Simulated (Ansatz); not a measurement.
# GaN (P6_3mc): the G0W0 gap against the k mesh

Aim: the G0W0 gap of GaN (P6_3mc) on a series of meshes, at fixed bands and cutoff.

Method: G0W0 on PBE, plane waves, PAW; PAW set soft_1, in Ansatz 0.2.0.

The database entry behind the starting cell has ideal inner coordinates that were not refined, so it need not match the best structure at room temperature.

### Step 1. Set-up

The structure is hexagonal, space group P6_3mc (No. 186). The conventional cell has a = 3.190 Å, b = 3.190 Å, c = 5.189 Å, α = 90.00°, β = 90.00°, γ = 120.00°. Nearest to Ga lie 4 N at 1.95 Å. Nearest to N lie 4 Ga at 1.95 Å. Farther neighbours, and contacts between anions beyond the nearest, are not listed.

The cell and positions come from the Crystallography Open Database and are kept as given unless a step says otherwise.

### Step 2. The 6×6×2 mesh

Now the one-shot GW correction: screening in the RPA, then the self-energy of the levels asked for. This step takes PAW set soft_1 files.

The input, input.yaml:

```yaml
crystal:
  lattice:
    - [3.19, 0.0, 0.0]
    - [-1.595, 2.7626210381, 0.0]
    - [0.0, 0.0, 5.189]
  atoms:
    - { symbol: Ga, position: [0.6666666667, 0.3333333333, 0.0] }
    - { symbol: Ga, position: [0.3333333333, 0.6666666667, 0.5] }
    - { symbol: "N", position: [0.6666666667, 0.3333333333, 0.375] }
    - { symbol: "N", position: [0.3333333333, 0.6666666667, 0.875] }
kpoints:
  mp_grid: { grid: [6, 6, 2] }
hamiltonian:
  xc: pbe
  pseudopotentials: { kind: paw, azcp: { folder: soft_1 } }
scf:
  occupations: { method: fixed }
gw:
  n_empty_bands: 103
  ecut_chi: 100
  qp_bands: [v2, c2]
  qp_kpoints: band_edges
  screening: { model: contour_deformation }
```

The run is started by

```
$ ansatz run input.yaml --threads 3 --pin off --max-ram 92160MiB --backend cuda --events-out ev --progress --plain --runs-dir out --devices 1 --max-vram 13GiB
```

Standard output:

```text
GPUs: using 1 of 1 available (devices: 1).
Engine: ansatz 0.2.0, x86_64-unknown-linux-gnu
Pseudopotentials: kind: paw
Pseudopotential: Ga, paw, valence charge 13, recommended cutoff 420 eV (normal), soft_1/Ga.paw.azcp
Pseudopotential: N, paw, valence charge 5, recommended cutoff 420 eV (normal), soft_1/N.paw.azcp
Functional definition: PBE
  parameter kappa = 0.804
  parameter beta = 0.066725
  exchange = pbe_x(kappa = kappa, mu = beta*pi^2/3)
  correlation = pbe_c(beta = beta)
device memory: the entry about to start is reckoned to put 0.6 GiB on a device that reports 42.7 GiB free (of which the cap on the GPU budget leaves the run 13.0 GiB)
GPU FFT provider: cuFFT
GPU libraries: cuBLAS 13.8.2, cuFFT 12.4.0, cuSOLVER 12.3.4
Crystal: 4 atoms, lattice volume = 45.729 Å³
Basis set: ecut = 420 eV, 917 PW (Γ)
Bands: 22, of which v1, the nominal top of the filled ones, is band 18 counted from 1 (17 counted from 0)
Symmetry: 12 space group operations
Space group: P63mc (ITA 186), of the structure as read, at distance tolerance 3.6e-5 Å
k-points: 14 of 72
Non-local potential: Ga, projectors of the file, l = 0: 2, l = 1: 2, l = 2: 3, l = 3: 1
Non-local potential: N, projectors of the file, l = 0: 2, l = 1: 2, l = 2: 1
PAW form: soft (Blöchl's): semilocal exchange-correlation on the pseudo side does not see the compensation charge
PAW one-centre angular grid: Ga, 590 points (default); XC on 64 Gauss nodes
PAW one-centre angular grid: N, 110 points (default); XC on 64 Gauss nodes
Initial density: superposition of atomic densities (chi_scale 0.1, normalization cell, long waves kept (reshape's long-wave potential 0.00 eV rms))
Initial wavefunctions: pseudopotential atomic-orbital guess
GPU buffer pool allocated for 20736 grid points (all kernels)
GPU transforms: local potential and band sums: pruned to the plane-wave sphere, on 24×24×36
Functional: x = pbe(κ = 0.804, μ = 0.219515), c = pbe(β = 0.066725)
SCF iter   1: F=—  HF=-8337.202396 eV  |F-HF|=—  |Δ(HF+E_count)|=         —  Δρ=1.13e-1  dr2=5.09e0  ethr=3.10e-3  ⟨swp⟩=4.0  Hψ=1117  notcnv=0  defer=5
preconditioner: auto → Resta (q_TF=auto, 2.622 Å⁻¹)  ε∞=4.8  [insulator: Δε(μ)=2.712 eV  Ē_g=16.854 eV  n_scr=22 (ndim 8)  ℏωp=32.9 eV  f_vac=0.000  ε∞_Penn≈4.8]
SCF iter   2: F=—  HF=-8335.918612 eV  |F-HF|=—  |Δ(HF+E_count)|=    1.28e0  Δρ=4.69e-2  dr2=5.38e-1  ethr=3.10e-3  ⟨swp⟩=2.0  Hψ=716  notcnv=0  defer=14
SCF iter   3: F=—  HF=-8335.833379 eV  |F-HF|=—  |Δ(HF+E_count)|=   8.52e-2  Δρ=1.84e-2  dr2=1.12e-1  ethr=1.50e-3  ⟨swp⟩=2.0  Hψ=449  notcnv=0  defer=27
SCF iter   4: F=—  HF=-8335.820403 eV  |F-HF|=—  |Δ(HF+E_count)|=   1.30e-2  Δρ=3.23e-3  dr2=5.89e-3  ethr=3.10e-4  ⟨swp⟩=3.0  Hψ=587  notcnv=0  defer=27
SCF iter   5: F=—  HF=-8335.819087 eV  |F-HF|=—  |Δ(HF+E_count)|=   1.32e-3  Δρ=2.80e-3  dr2=2.13e-3  ethr=1.64e-5  ⟨swp⟩=2.0  Hψ=587  notcnv=0  defer=27
SCF iter   6: F=—  HF=-8335.820488 eV  |F-HF|=—  |Δ(HF+E_count)|=   1.40e-3  Δρ=7.62e-4  dr2=2.06e-4  ethr=5.91e-6  ⟨swp⟩=2.9  Hψ=589  notcnv=0  defer=27
SCF iter   7: F=—  HF=-8335.820664 eV  |F-HF|=—  |Δ(HF+E_count)|=   1.76e-4  Δρ=1.30e-4  dr2=8.73e-6  ethr=5.72e-7  ⟨swp⟩=2.0  Hψ=570  notcnv=0  defer=25
SCF iter   8: F=—  HF=-8335.820674 eV  |F-HF|=—  |Δ(HF+E_count)|=   1.04e-5  Δρ=1.81e-5  dr2=1.23e-7  ethr=2.43e-8  ⟨swp⟩=2.0  Hψ=560  notcnv=0
SCF iter   9: F=-8335.820674 eV  HF=-8335.820674 eV  |F-HF|=3.02e-9  |Δ(HF+E_count)|=   1.96e-7  Δρ=2.62e-6  dr2=3.40e-9  ethr=2.78e-10  ⟨swp⟩=4.1  Hψ=983  notcnv=0
SCF 1 converged in 9 iterations: F = -8335.820674 eV  dr2 = 3.40e-9
[...]
device memory: the entry about to start is reckoned to put 0.6 GiB on a device that reports 43.6 GiB free (of which the cap on the GPU budget leaves the run 13.0 GiB)
NSCF: frozen V_eff on 14 k-points, pencils in batches of 32, up to order 88
[...]
device memory: the entry about to start is reckoned to put 2.3 GiB on a device that reports 49.6 GiB free (of which the cap on the GPU budget leaves the run 13.0 GiB)
NSCF: frozen V_eff on 14 k-points
G₀W₀ screening: q 1/14
[... further progress lines ...]
SCF converged after 9 iterations
Free energy (F): -8335.820674 eV
Harris-Foulkes:  -8335.820674 eV  (|F-HF|=3.02e-9)
Internal energy: -8335.820674 eV  (E = F + TS)
E sigma→0 (E₀):  -8335.820674 eV
Fermi energy:    9.678907 eV
--- Per-component energies (eV) ---
  E_band       = -10.882331
  E_kinetic    = 481.916153
  E_local      = -2834.643260  (includes V_loc(G=0)·N_el)
  E_nonlocal   = -109.329109
  E_hartree    = 1792.828359
  E_xc         = -244.706908
  E_vxc        = -261.983021  (∫ρ·V_xc dr)
  E_paw        = -4249.378871  (= ΣΔE_a)
  E_vpaw       = -872.502331  (= ΣTr[D̂ρ^β])
  E_aug_tail   = 0.001510  (compensation charges beyond the density's cutoff)
  E_ewald      = -3172.508547
  E_smearing   = -0.000000  (= −TS)
  E_closure    = 0.000000  (closes the sum)
  Σ components = -8335.820674   (vs F -8335.820674, Δ=0.00e0)
--- Band table (eV; the first three rows and the last of 14) ---
  k-point 0: bands = [... 14 lower, 8.6349, 9.6160, 9.6789, 9.6789, 11.5704, 13.9220, 18.8640, 19.5626]
  k-point 1: bands = [... 14 lower, 9.1437, 9.1437, 9.1437, 9.1437, 13.9053, 13.9053, 18.1605, 18.1605]
  k-point 2: bands = [... 14 lower, 7.9549, 8.1295, 9.3300, 9.4422, 13.0963, 15.1983, 17.8213, 18.5923]
  k-point 13: bands = [... 14 lower, 5.5082, 5.5082, 8.1876, 8.1876, 16.0951, 16.0951, 16.9770, 16.9770]
--- G₀W₀: contour deformation, 6 samples at zero and on the imaginary axis and 1 off it, 72 q-points, 103 empty bands' worth ---
  eigenvalues of the whole cell's RPA ε∞ on this k-mesh (on a slab, of 1 + 4πα/V) = 6.4710, 6.4710, 6.5775; static W/v taken at q = 0 is 0.153129
  bands read: the sum over 121 bands ends inside a degenerate multiplet in 8 slots, whose members it reads at an even weight; the widest, k=1: bands 121 to 124 (counted from 1) at 1/4 each
  gw.qp_kpoints: band_edges: 11 of 14 stored k-points solved, in 1 pass; an edge of the gap read off the rows below is read off those points alone
    valence top: of the k-points left out ik 8 came nearest to being solved in a further pass, in band 18 (counted from 1, as in the quasiparticle table): it holds the edge there only if its correction is more favourable than any solved in that band by at least 0.922 eV; those differ by 0.333 eV
    conduction bottom: of the k-points left out ik 8 came nearest to being solved in a further pass, in band 19 (counted from 1, as in the quasiparticle table): it holds the edge there only if its correction is more favourable than any solved in that band by at least 2.602 eV; those differ by 0.624 eV
    ik  band        ε_KS         Σx   Σc(E_QP)       V_xc       Z   E_QP_lin       E_QP  E_QP is
     0    17      9.6789   -23.8131     3.1920   -20.2301  0.7673     9.2854     9.2879  root
     0    18      9.6789   -23.8131     3.1920   -20.2301  0.7673     9.2854     9.2879  root
     0    19     11.5704   -11.4702    -3.6226   -15.7692  0.7996    12.2542    12.2468  root
     0    20     13.9220   -10.2044    -4.3169   -15.2908  0.8057    14.7025    14.6915  root
     1    17      9.1437   -23.3665     3.3446   -19.5598  0.7659     8.6777     8.6816  root
     1    18      9.1437   -23.3665     3.3446   -19.5598  0.7659     8.6777     8.6816  root
     1    19     13.9053   -10.8781    -4.1811   -15.8900  0.7934    14.7493    14.7359  root
     1    20     13.9053   -10.8781    -4.1811   -15.8900  0.7934    14.7493    14.7359  root
     2    17      9.3300   -23.5168     3.3557   -19.7140  0.7651     8.8793     8.8829  root
     2    18      9.4422   -23.5878     3.2638   -19.9045  0.7664     9.0196     9.0226  root
     2    19     13.0963   -11.9465    -3.7157   -16.4416  0.7889    13.8863    13.8756  root
     2    20     15.1983   -10.4677    -4.5425   -15.9036  0.7946    16.1085    16.0917  root
     3    17      8.7514   -22.9629     3.4119   -19.0416  0.7646     8.2372     8.2421  root
     3    18      8.7514   -22.9629     3.4119   -19.0416  0.7646     8.2372     8.2421  root
[...]
12    20     17.4607   -11.2814    -5.3708   -17.9134  0.7622    18.7706    18.7218  root
    13    17      8.1876   -22.3440     3.5654   -18.2410  0.7603     7.6442     7.6500  root
    13    18      8.1876   -22.3440     3.5654   -18.2410  0.7603     7.6442     7.6500  root
    13    19     16.0951    -9.4770    -4.7483   -14.9799  0.7978    16.8629    16.8497  root
    13    20     16.0951    -9.4770    -4.7483   -14.9799  0.7978    16.8629    16.8497  root
```

Elapsed: 9.6 s, on 1 × NVIDIA H100 80GB HBM3 (shared by 6 runs) with 3 threads of AMD EPYC 7R13 (Zen 3), shared host; peak memory 1.1 GiB; 9.2 s of CPU time.

Read from the output:

```yaml
bands_summed: 121
rpa_eps_infinity_on_this_mesh_eigenvalues: 6.471, 6.471, 6.578
plane_waves_in_the_screening_matrix: 99
q_points_in_the_mesh: 72
g0w0_gap_on_the_mesh: 2.959 eV
k_of_the_valence_top: 0, 0, 0
k_of_the_conduction_bottom: 0, 0, 0
starting_gap_on_the_mesh: 1.891 eV
z_at_the_valence_top: 0.7673
z_at_the_conduction_bottom: 0.7996
least_direct_g0w0_gap_on_the_computed_points: 2.959 eV
```

The gap on the mesh goes from 1.89 eV to 2.96 eV, a correction of +1.07 eV. Between the two edge states, bare exchange in place of the xc potential would open the gap by 7.88 eV, and correlation takes back 6.81 eV.

### Step 3. The 6×6×4 mesh

Only the mesh changes. It samples the long-range screening, which converges on its own terms.

Changes to input.yaml since step 2:

```diff
@@ -11,3 +11,3 @@
 kpoints:
-  mp_grid: { grid: [6, 6, 2] }
+  mp_grid: { grid: [6, 6, 4] }
 hamiltonian:
```

Standard output:

```text
GPUs: using 1 of 1 available (devices: 1).
[...]
GPU FFT provider: cuFFT
GPU libraries: cuBLAS 13.8.2, cuFFT 12.4.0, cuSOLVER 12.3.4
Crystal: 4 atoms, lattice volume = 45.729 Å³
Basis set: ecut = 420 eV, 917 PW (Γ)
Bands: 22, of which v1, the nominal top of the filled ones, is band 18 counted from 1 (17 counted from 0)
Symmetry: 12 space group operations
[...]
k-points: 21 of 144 (time reversal used)
[...]
GPU buffer pool allocated for 20736 grid points (all kernels)
[...]
SCF iter   1: F=—  HF=-8337.203660 eV  |F-HF|=—  |Δ(HF+E_count)|=         —  Δρ=1.13e-1  dr2=5.09e0  ethr=3.10e-3  ⟨swp⟩=4.0  Hψ=1676  notcnv=0  defer=6
[...]
SCF iter   9: F=-8335.821065 eV  HF=-8335.821065 eV  |F-HF|=3.07e-9  |Δ(HF+E_count)|=   1.97e-7  Δρ=2.62e-6  dr2=3.38e-9  ethr=2.78e-10  ⟨swp⟩=4.1  Hψ=1511  notcnv=0
SCF 1 converged in 9 iterations: F = -8335.821065 eV  dr2 = 3.38e-9
[...]
0    17      9.6804   -23.8574     3.2140   -20.2303  0.7720     9.2650     9.2673  root
     0    18      9.6804   -23.8574     3.2140   -20.2303  0.7720     9.2650     9.2673  root
     0    19     11.5708   -11.5392    -3.5399   -15.7696  0.8061    12.2667    12.2612  root
     0    20     13.9224   -10.1834    -4.3110   -15.2907  0.8110    14.7276    14.7187  root
     1    17      9.5208   -23.7219     3.2575   -20.0301  0.7716     9.0839     9.0865  root
     1    18      9.5208   -23.7219     3.2575   -20.0301  0.7716     9.0839     9.0865  root
     1    19     12.7681   -12.2078    -3.5205   -16.4935  0.7969    13.5407    13.5333  root
     1    20     14.0264   -10.1639    -4.3305   -15.3102  0.8080    14.8516    14.8421  root
[...]
20    17      8.1880   -22.2764     3.4881   -18.2403  0.7663     7.6352     7.6400  root
    20    18      8.1880   -22.2764     3.4881   -18.2403  0.7663     7.6352     7.6400  root
    20    19     16.0948    -9.5392    -4.6651   -14.9797  0.8054    16.8802    16.8702  root
    20    20     16.0948    -9.5392    -4.6651   -14.9797  0.8054    16.8802    16.8702  root
[key lines of the parts left out:]
SCF converged after 9 iterations
Free energy (F): -8335.821065 eV
Fermi energy:    9.680356 eV
```

The job ended after 16 s (1 × NVIDIA H100 80GB HBM3 (shared by 6 runs) with 3 threads; peak memory 1.1 GiB).

Numbers from this step:

| Item | Value |
| --- | --- |
| bands summed | 121 |
| RPA ε∞ on this mesh (eigenvalues) | 5.999, 6.042, 6.042 |
| plane waves in the screening matrix | 99 |
| q-points in the mesh | 144 |
| G0W0 gap on the mesh | 2.994 eV |
| k of the valence top | 0, 0, 0 |
| k of the conduction bottom | 0, 0, 0 |
| starting gap on the mesh | 1.890 eV |
| Z at the valence top | 0.7720 |
| Z at the conduction bottom | 0.8061 |
| least direct G0W0 gap on the computed points | 2.994 eV |

Against the run with 6×6×2 mesh, 103 empty bands, screening to 100 eV, PAW set soft_1 files, the gap moves by +0.04 eV.

### Step 4. The 9×9×4 mesh

Changes to input.yaml since step 3:

```diff
@@ -11,3 +11,3 @@
 kpoints:
-  mp_grid: { grid: [6, 6, 4] }
+  mp_grid: { grid: [9, 9, 4] }
 hamiltonian:
```

Standard output:

```text
GPUs: using 1 of 1 available (devices: 1).
[...]
GPU FFT provider: cuFFT
GPU libraries: cuBLAS 13.8.2, cuFFT 12.4.0, cuSOLVER 12.3.4
Crystal: 4 atoms, lattice volume = 45.729 Å³
Basis set: ecut = 420 eV, 917 PW (Γ)
Bands: 22, of which v1, the nominal top of the filled ones, is band 18 counted from 1 (17 counted from 0)
Symmetry: 12 space group operations
[...]
k-points: 36 of 324 (time reversal used)
[...]
1    20     14.0255   -10.2107    -4.2752   -15.3109  0.8118    14.8580    14.8505  root
[...]
35    17      8.1861   -22.2733     3.4749   -18.2412  0.7687     7.6247     7.6289  root
    35    18      8.1861   -22.2733     3.4749   -18.2412  0.7687     7.6247     7.6289  root
    35    19     16.0942    -9.5411    -4.6510   -14.9801  0.8078    16.8908    16.8822  root
    35    20     16.0942    -9.5411    -4.6510   -14.9801  0.8078    16.8908    16.8822  root
[key lines of the parts left out:]
SCF converged after 9 iterations
Free energy (F): -8335.825212 eV
Fermi energy:    9.677822 eV
```

The job ended after 35 s (1 × NVIDIA H100 80GB HBM3 (shared by 6 runs) with 3 threads; peak memory 1.2 GiB; 52 s of CPU time).

Numbers from this step:

- bands summed: 121
- RPA ε∞ on this mesh (eigenvalues): 5.643, 5.643, 5.833
- plane waves in the screening matrix: 99
- G0W0 gap on the mesh: 2.996 eV
- k of the valence top: 0, 0, 0
- k of the conduction bottom: 0, 0, 0
- starting gap on the mesh: 1.891 eV
- least direct G0W0 gap on the computed points: 2.996 eV

Against the run with 6×6×4 mesh, 103 empty bands, screening to 100 eV, PAW set soft_1 files, the gap moves by +0.002 eV.

### Step 5. The 12×12×6 mesh

Changes to input.yaml since step 4:

```diff
@@ -11,3 +11,3 @@
 kpoints:
-  mp_grid: { grid: [9, 9, 4] }
+  mp_grid: { grid: [12, 12, 6] }
 hamiltonian:
```

Standard output:

```text
GPUs: using 1 of 1 available (devices: 1).
[...]
GPU FFT provider: cuFFT
GPU libraries: cuBLAS 13.8.2, cuFFT 12.4.0, cuSOLVER 12.3.4
Crystal: 4 atoms, lattice volume = 45.729 Å³
Basis set: ecut = 420 eV, 917 PW (Γ)
Bands: 22, of which v1, the nominal top of the filled ones, is band 18 counted from 1 (17 counted from 0)
Symmetry: 12 space group operations
[...]
k-points: 76 of 864 (time reversal used)
[...]
1    20     13.9752   -10.2121    -4.2552   -15.2853  0.8148    14.7997    14.7932  root
[...]
75    17      8.1859   -22.2634     3.4634   -18.2412  0.7697     7.6231     7.6271  root
    75    18      8.1859   -22.2634     3.4634   -18.2412  0.7697     7.6231     7.6271  root
    75    19     16.0941    -9.5499    -4.6382   -14.9802  0.8091    16.8943    16.8861  root
    75    20     16.0941    -9.5499    -4.6382   -14.9802  0.8091    16.8943    16.8861  root
[key lines of the parts left out:]
SCF converged after 9 iterations
Free energy (F): -8335.825482 eV
Fermi energy:    9.677686 eV
```

The job ended after 3.8 min (1 × NVIDIA H100 80GB HBM3 (shared by 6 runs) with 3 threads; peak memory 1.5 GiB).

Read from the output:

```yaml
bands_summed: 121
rpa_eps_infinity_on_this_mesh_eigenvalues: 5.552, 5.552, 5.715
plane_waves_in_the_screening_matrix: 99
g0w0_gap_on_the_mesh: 2.994 eV
k_of_the_valence_top: 0, 0, 0
k_of_the_conduction_bottom: 0, 0, 0
starting_gap_on_the_mesh: 1.891 eV
least_direct_g0w0_gap_on_the_computed_points: 2.994 eV
```

Against the run with 9×9×4 mesh, 103 empty bands, screening to 100 eV, PAW set soft_1 files, the gap moves by −0.002 eV.

### Step 6. The meshes together

Times are wall times on 1 × NVIDIA H100 80GB HBM3 (shared by 6 runs) with 3 threads of AMD EPYC 7R13 (Zen 3), shared host, good to a factor of about two.

```
   mesh  points  irreducible  start (eV)  G0W0 (eV)  shift (eV)  RPA ε∞ (mean)     time
  6×6×2      72           14       1.891      2.959      +1.067           6.51    9.6 s
  6×6×4     144           21       1.890      2.994      +1.104           6.03     16 s
  9×9×4     324           36       1.891      2.996      +1.104           5.71     35 s
12×12×6     864           76       1.891      2.994      +1.103           5.61  3.8 min
```

### Step 7. Results

```json
{
  "6×6×2": "2.959 eV (shift +1.067)",
  "6×6×4": "2.994 eV (shift +1.104)",
  "9×9×4": "2.996 eV (shift +1.104)",
  "12×12×6": "2.994 eV (shift +1.103)",
  "settings": "PBE start, 103 empty bands, 100 eV"
}
```

**Reading.** The shift is +1.07 eV on 6×6×2 and +1.10 eV on 12×12×6; the last step moves it by −0.002 eV. The RPA ε∞ (mean) ranges from 5.61 to 6.51 and ends at 5.61; the coarsest mesh overstates it. From 72 to 864 points the time grows 24-fold. Bands and cutoff are modest here, so the values stand short of the basis limit. The many-body steps are scalar-relativistic: spin-orbit coupling is not in them.

[Long decimals in the printed logs are rounded to 6 places.]

[Logs are printed without paths, hosts, clocks, repeated set-up lines and the standing remarks that a program may print on its own settings, such as how far it seeks lower states.]

[Paths, hosts, dates, memory and timing lines, banners, echoed tables and standing remarks are left out of the program output; an Ansatz launch command may be rebuilt from the run's recorded settings. Measured values are a selection of at most five: reports struck by readers or far from the other reports are left out. None is set beside runs whose start may be inverted or whose files or cutoffs have a known fault.]

[Runs of the session that timed out or met a known fault of the program may be left out.]

[Cells called generated may have been cut or substituted from an entry of the Crystallography Open Database or the Materials Project.]

[Hosts, paths, dates, database ids (printed as entryN), source tags and the programs' standing remarks are cut or masked in the printed files.]

[Where the starting crystal was built by hand or by swapping elements, it need not be the compound's stable phase.]
